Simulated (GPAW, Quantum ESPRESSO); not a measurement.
The N K edge of atom 5 in InCo3N (Pm-3m), with 6 Co at 1.91 Å (octahedral, site symmetry m-3m), was computed in 2 ways: excited-electron core hole (neutral cell) and no core hole. Program and functional: Quantum ESPRESSO XSpectra, LDA, Lorentzian half width 0.3 eV up to 4 eV, rising linearly to 2.5 eV at 25 eV; cells of 5 and 10 atoms (the run without a hole in the smaller).

Each run is counted from its own lowest empty level or Fermi level and scaled to a mean of 1 over its first 20 eV.

```tsv
E (eV)	run 1	run 2
-2.00	0.08	0.07
-1.25	0.15	0.11
-0.50	0.41	0.27
0.25	2.00	1.17
1.00	1.84	1.41
1.75	1.89	1.59
2.50	2.02	2.09
3.25	1.15	1.89
4.00	0.81	1.03
4.75	0.70	0.80
5.50	0.80	0.85
6.25	1.08	0.87
7.00	1.32	1.15
7.75	0.98	1.34
8.50	0.73	0.92
9.25	0.69	0.69
10.00	0.67	0.63
10.75	0.70	0.63
11.50	0.75	0.67
12.25	0.85	0.73
13.00	0.99	0.82
13.75	1.09	0.94
14.50	1.08	1.04
15.25	0.96	1.06
16.00	0.82	0.97
16.75	0.71	0.85
17.50	0.65	0.75
18.25	0.63	0.69
19.00	0.61	0.66
19.75	0.59	0.64
20.50	0.58	0.62
21.25	0.58	0.60
22.00	0.58	0.59
22.75	0.57	0.58
23.50	0.56	0.57
24.25	0.56	0.55
25.00	0.56	0.55
25.75	0.58	0.55
26.50	0.60	0.57
27.25	0.61	0.59
28.00	0.61	0.61
28.75	0.59	0.62
29.50	0.58	0.61
30.25	0.56	0.59
31.00	0.54	0.57
31.75	0.53	0.56
```

**Question.** Which run is which?

Run 1: excited-electron core hole (neutral cell) (area from −2 to 6 eV 8.9, main maxima 0.3 eV (2.04), 2.3 eV (2.08), 7.0 eV (1.32) and 14.0 eV (1.10)). Run 2: no core hole (area from −2 to 6 eV 8.6, main maxima 2.8 eV (2.31), 7.6 eV (1.36) and 15.0 eV (1.07)). With each curve scaled to its own mean, the area from −2 to 6 eV with the hole is 8.9 against 8.6, and the centre of weight from −1 to 20 eV moves by -0.3 eV (first and strongest maxima below 20 eV: 2.8 eV (2.31), 7.6 eV (1.36) and 15.0 eV (1.07) without the hole, 0.3 eV (2.04), 2.3 eV (2.08) and 7.0 eV (1.32) with it); the shape changes all the same, by 24 % r.m.s.

[Banner, clock and machine lines of the logs are left out without a mark of their own.]

[Logs are printed without paths, hosts, clocks, repeated set-up lines and the standing remarks that a program may print on its own settings, such as how far it seeks lower states.]

[Hosts, paths, dates, database ids (printed as entryN), source tags and the programs' standing remarks are cut or masked in the printed files.]

[Lists of maxima count a maximum above −3 eV only where it reaches 4 % of the highest in the window and stands out from its surroundings by 2 % of it (1.5 % where it reaches 55 %); shoulders and weaker maxima are passed over, and of the rest the first, up to two pre-edge ones and the few strongest are named.]
